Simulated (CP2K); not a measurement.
Consider 4-hydroxypyridine at its PBE geometry (Å).

```xyz
12

O     2.1504   -0.7781   -0.2630
C     0.8646   -0.3276   -0.1121
C    -0.1806   -1.2332   -0.3270
C    -1.4878   -0.7767   -0.1650
N    -1.8224    0.4813    0.1841
C    -0.8003    1.3313    0.3786
C     0.5474    0.9880    0.2464
H     2.7625   -0.0414   -0.0844
H     0.0327   -2.2628   -0.6101
H    -2.3225   -1.4640   -0.3252
H    -1.0721    2.3524    0.6581
H     1.3281    1.7309    0.4196
```

Method: CP2K XAS_TDP, all-electron GAPW, PBEh(45%), aug-cc-pVDZ, TDA, GW2X-corrected core level, no relativity.

Predict the bright core excitations at the N K edge.

Leading lines: N5 399.86 eV. The leading line of an atom is its first one with 35 % of the strongest within 2.5 eV of its lowest line over the strength cut. Core ionisation energies at this level: N5 405.20 eV.

The first six lines of each atom with a strength over 0.0015:

```csv
atom,energy (eV),states,"strength, one atom",above the computed threshold
N5 (bonded to 2 C),399.86,1,0.0499,
,405.83,1,0.0044,yes
,406.25,1,0.0037,yes
,407.00,1,0.0016,yes
,407.03,1,0.0037,yes
,407.22,1,0.0085,yes
```

Lines are vertical, at one geometry, with no vibrational structure. GW2X ionisation energies and lines can be off by 1 to 2 eV either way, and a good line position may hide errors that cancel. These values hold no scalar relativity, about 0.2 eV for N 1s. Rydberg lines, and the discretised continuum above threshold, depend on the basis and the box.

[Banner, clock and machine lines of the logs are left out without a mark of their own.]

[Logs are printed without paths, hosts, clocks, repeated set-up lines and the standing remarks that a program may print on its own settings, such as how far it seeks lower states.]

[Hosts, paths, dates, database ids (printed as entryN), source tags and the programs' standing remarks are cut or masked in the printed files.]
